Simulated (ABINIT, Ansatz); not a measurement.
# LaBS3 (Pm-3m): zone-centre phonons

Wanted: the vibrations of LaBS3 (Pm-3m) at Γ, by two programs.

Method: DFT PBE, scalar-relativistic, plane waves, SPMS norm-conserving pseudopotentials, in ABINIT 10.8.3.

The structure was built from a prototype and need not be the compound's stable phase.

### Step 1. Set-up

It takes space group Pm-3m (No. 221, cubic). Conventional cell: a = 4.425 Å, b = 4.425 Å, c = 4.425 Å, α = 90.00°, β = 90.00°, γ = 90.00°. Nearest to La lie 12 S at 3.13 Å and 8 B at 3.83 Å. Nearest to B lie 6 S at 2.21 Å and 8 La at 3.83 Å. Nearest to S lie 2 B at 2.21 Å and 4 La at 3.13 Å. Farther neighbours and most contacts between anions are not listed.

### Step 2. Relaxation

The harmonic expansion needs vanishing forces, and a free crystal bears no stress, so cell and atoms are brought to rest. Stress is more sensitive to the basis than forces are: the last 3 Ha under the cutoff are smoothed with ecutsm, and the cutoff is raised above that of the later runs.

The starting cell comes from a relaxation made beforehand in Ansatz (PBE, PseudoDojo NC).

relax.abi reads:

```
# relaxation
ionmov 2
optcell 2
dilatmx 1.08
ntime 40
tolmxf 1.0d-05
tolvrs 1.0d-14
prtwf 0
prtden 0
chksymtnons 0

# basis, mesh and filling
ecut 38.0
ecutsm 3.0
ngkpt 6 6 6
nshiftk 1
shiftk 0.0 0.0 0.0
istwfk *1
occopt 6
tsmear 0.01
nband 24
nstep 100
diemac 1000000.0
prtebands 0
prtgsr 0
useylm 1

# cell and atoms
acell 8.361680432 8.361680432 8.361680432
rprim 
    1.0 0.0 0.0
    0.0 1.0 0.0
    0.0 0.0 1.0
ntypat 3
znucl 57 5 16
natom 5
typat 1 2 3 3 3
xred 
    0.0 0.0 0.0
    0.5 0.5 0.5
    0.5 0.5 0.0
    0.5 0.0 0.5
    0.0 0.5 0.5
pp_dirpath "./pseudo"
pseudos "La.psp8, B.psp8, S.psp8"
```

The run is started by

```console
> OMP_NUM_THREADS=1 mpirun -n 4 abinit relax.abi > relax.log
```

Numbers of over 12 decimals in the logs are rounded to 6 here.

relax.abo, the main output file:

```text
[banners, grids, parts of the stress and lines that vanish by symmetry left out]
- input  file    -> relax.abi
- output file    -> relax.abo
- root for input  files -> relaxi
[...]
Symmetries : space group Pm -3 m (#221); Bravais cP (primitive cubic)
[...]
mpw =        8262          nfft =      157464          nkpt =          20
[...]
== DATASET  1 ==================================================================
[...]
cutoff_energies: {ecut:  38.0, pawecutdg:  -1.0, }
[...]
Exchange-correlation functional for the present dataset will be:
  GGA: Perdew-Burke-Ernzerhof functional - ixc=11
[...]
ETOT  1  -71.375370204682    -7.138E+01 7.729E-02 1.692E+02
 ETOT  2  -71.433051848204    -5.768E-02 5.700E-02 9.125E+01
 ETOT  3  -71.447663450135    -1.461E-02 7.857E-02 1.002E+01
 ETOT  4  -71.448641265436    -9.778E-04 3.032E-02 3.887E+00
 ETOT  5  -71.449011381995    -3.701E-04 2.662E-02 4.895E-01
[...]
At SCF step   46       vres2   =  9.60E-15 < tolvrs=  1.00E-14 =>converged.
[...]
sigma(1 1)= -4.92611370E-06  sigma(3 2)=  0.00000000E+00
  sigma(2 2)= -4.92611370E-06  sigma(3 1)=  0.00000000E+00
  sigma(3 3)= -4.92611370E-06  sigma(2 1)=  0.00000000E+00
[...]
convergence: {deltae: -3.737E-12, res2:  9.596E-15, residm:  1.047E-04, diffor: null, }
etotal    :  -7.14491591E+01
[...]
ETOT  1  -71.449159984768    -7.145E+01 8.888E-05 2.323E-03
[...]
At SCF step   20       vres2   =  7.51E-15 < tolvrs=  1.00E-14 =>converged.
[...]
sigma(1 1)= -3.48021339E-06  sigma(3 2)=  0.00000000E+00
  sigma(2 2)= -3.48021339E-06  sigma(3 1)=  0.00000000E+00
  sigma(3 3)= -3.48021339E-06  sigma(2 1)=  0.00000000E+00
[...]
convergence: {deltae: -2.842E-13, res2:  7.513E-15, residm:  2.906E-05, diffor: null, }
etotal    :  -7.14491602E+01
[...]
ETOT  1  -71.449160037862    -7.145E+01 3.402E-05 1.352E-02
[...]
ETOT 23  -71.449161287374    -1.265E-12 9.728E-05 1.577E-14
 ETOT 24  -71.449161287373     9.521E-13 1.377E-04 7.921E-15
 At SCF step   24       vres2   =  7.92E-15 < tolvrs=  1.00E-14 =>converged.
[...]
sigma(1 1)= -6.60133722E-09  sigma(3 2)=  0.00000000E+00
  sigma(2 2)= -6.60133721E-09  sigma(3 1)=  0.00000000E+00
  sigma(3 3)= -6.60133724E-09  sigma(2 1)=  0.00000000E+00
[...]
convergence: {deltae:  9.521E-13, res2:  7.921E-15, residm:  1.377E-04, diffor: null, }
etotal    :  -7.14491613E+01
[...]
At Broyd/MD step   3, gradients are converged :
[...]
sigma(1 1)= -6.60133722E-09  sigma(3 2)=  0.00000000E+00
  sigma(2 2)= -6.60133721E-09  sigma(3 1)=  0.00000000E+00
  sigma(3 3)= -6.60133724E-09  sigma(2 1)=  0.00000000E+00
[...]
- sigma(1 1)= -1.94218046E-04  sigma(3 2)=  0.00000000E+00
- sigma(2 2)= -1.94218046E-04  sigma(3 1)=  0.00000000E+00
- sigma(3 3)= -1.94218047E-04  sigma(2 1)=  0.00000000E+00
[...]
fcart     -0.0000000000E+00 -0.0000000000E+00 -0.0000000000E+00
           strten     -6.6013372216E-09 -6.6013372147E-09 -6.6013372442E-09
================================================================================

[key lines of the parts left out:]
pressure_GPa:   1.9422E-04
Total energy (etotal) [Ha]= -7.14491612873726E+01
```

The job ended after 4.8 min (4 MPI ranks of Intel Xeon Platinum 8488C (Sapphire Rapids), shared host).

Little changed from the start: no atom moved by 0.005 Å and no cell edge by 0.1 %.

Read from the output:

* volume per atom: 17.35 Å³
* pressure: 1.94e-4 GPa
* gap on the k-mesh: 0 eV

### Step 3. Ground state

First-order wavefunctions inherit every error of the ground state, hence the very tight tolvrs. Occupations are smeared.

gs.abi reads:

```
# ground state
tolvrs 1.0d-16
prtden 1
prtwf 1

# basis, mesh and filling
ecut 30.0
ngkpt 6 6 6
nshiftk 1
shiftk 0.0 0.0 0.0
istwfk *1
occopt 6
tsmear 0.01
nband 24
nstep 100
diemac 1000000.0
prtebands 0
prtgsr 0
useylm 1

# cell and atoms
acell 8.365894962 8.365894962 8.365894962
rprim 
    1.0 0.0 0.0
    0.0 1.0 0.0
    0.0 0.0 1.0
ntypat 3
znucl 57 5 16
natom 5
typat 1 2 3 3 3
xred 
    0.0 0.0 0.0
    0.5 0.5 0.5
    0.5 0.5 0.0
    0.5 0.0 0.5
    0.0 0.5 0.5
pp_dirpath "./pseudo"
pseudos "La.psp8, B.psp8, S.psp8"
```

The run is started by

```console
> OMP_NUM_THREADS=1 mpirun -n 4 abinit gs.abi > gs.log
```

gs.abo, the main output file:

```text
[banners, grids, parts of the stress and lines that vanish by symmetry left out]
- input  file    -> gs.abi
- output file    -> gs.abo
- root for input  files -> gsi
[...]
Symmetries : space group Pm -3 m (#221); Bravais cP (primitive cubic)
[...]
mpw =        4636          nfft =       91125          nkpt =          20
[...]
== DATASET  1 ==================================================================
[...]
cutoff_energies: {ecut:  30.0, pawecutdg:  -1.0, }
[...]
Exchange-correlation functional for the present dataset will be:
  GGA: Perdew-Burke-Ernzerhof functional - ixc=11
[...]
ETOT  1  -71.380057016778    -7.138E+01 7.731E-02 1.003E+02
 ETOT  2  -71.432520907255    -5.246E-02 6.659E-02 5.548E+01
 ETOT  3  -71.447594207155    -1.507E-02 5.373E-02 6.121E+00
 ETOT  4  -71.448562125238    -9.679E-04 4.444E-02 2.461E+00
 ETOT  5  -71.448941510198    -3.794E-04 4.638E-02 3.724E-01
[...]
ETOT 40  -71.449096860786     5.542E-13 4.310E-04 3.099E-15
 ETOT 41  -71.449096860785     1.606E-12 4.277E-04 2.870E-17
 At SCF step   41       vres2   =  2.87E-17 < tolvrs=  1.00E-16 =>converged.
[...]
sigma(1 1)=  8.48873865E-07  sigma(3 2)=  0.00000000E+00
  sigma(2 2)=  8.48873865E-07  sigma(3 1)=  0.00000000E+00
  sigma(3 3)=  8.48873865E-07  sigma(2 1)=  0.00000000E+00
[...]
convergence: {deltae:  1.606E-12, res2:  2.870E-17, residm:  4.277E-04, diffor: null, }
etotal    :  -7.14490969E+01
[...]
sigma(1 1)=  8.48873865E-07  sigma(3 2)=  0.00000000E+00
  sigma(2 2)=  8.48873865E-07  sigma(3 1)=  0.00000000E+00
  sigma(3 3)=  8.48873865E-07  sigma(2 1)=  0.00000000E+00
[...]
- sigma(1 1)=  2.49747314E-02  sigma(3 2)=  0.00000000E+00
- sigma(2 2)=  2.49747314E-02  sigma(3 1)=  0.00000000E+00
- sigma(3 3)=  2.49747314E-02  sigma(2 1)=  0.00000000E+00
[...]
fcart     -0.0000000000E+00 -0.0000000000E+00 -0.0000000000E+00
           strten      8.4887386481E-07  8.4887386482E-07  8.4887386482E-07
================================================================================

[key lines of the parts left out:]
pressure_GPa:  -2.4975E-02
```

Wall time 69 s (4 MPI ranks).

This step gave:

```
pressure : -0.02497 GPa
```

The cell stands at -0.025 GPa, close enough for phonons.

[end of part 1 of 5]

[Host names and launcher messages were left out of these logs when they were recorded.]

[Logs are printed without paths, hosts, clocks, repeated set-up lines and the standing remarks that a program may print on its own settings, such as how far it seeks lower states.]

[Hosts, paths, dates, database ids (printed as entryN), source tags and the programs' standing remarks are cut or masked in the printed files.]
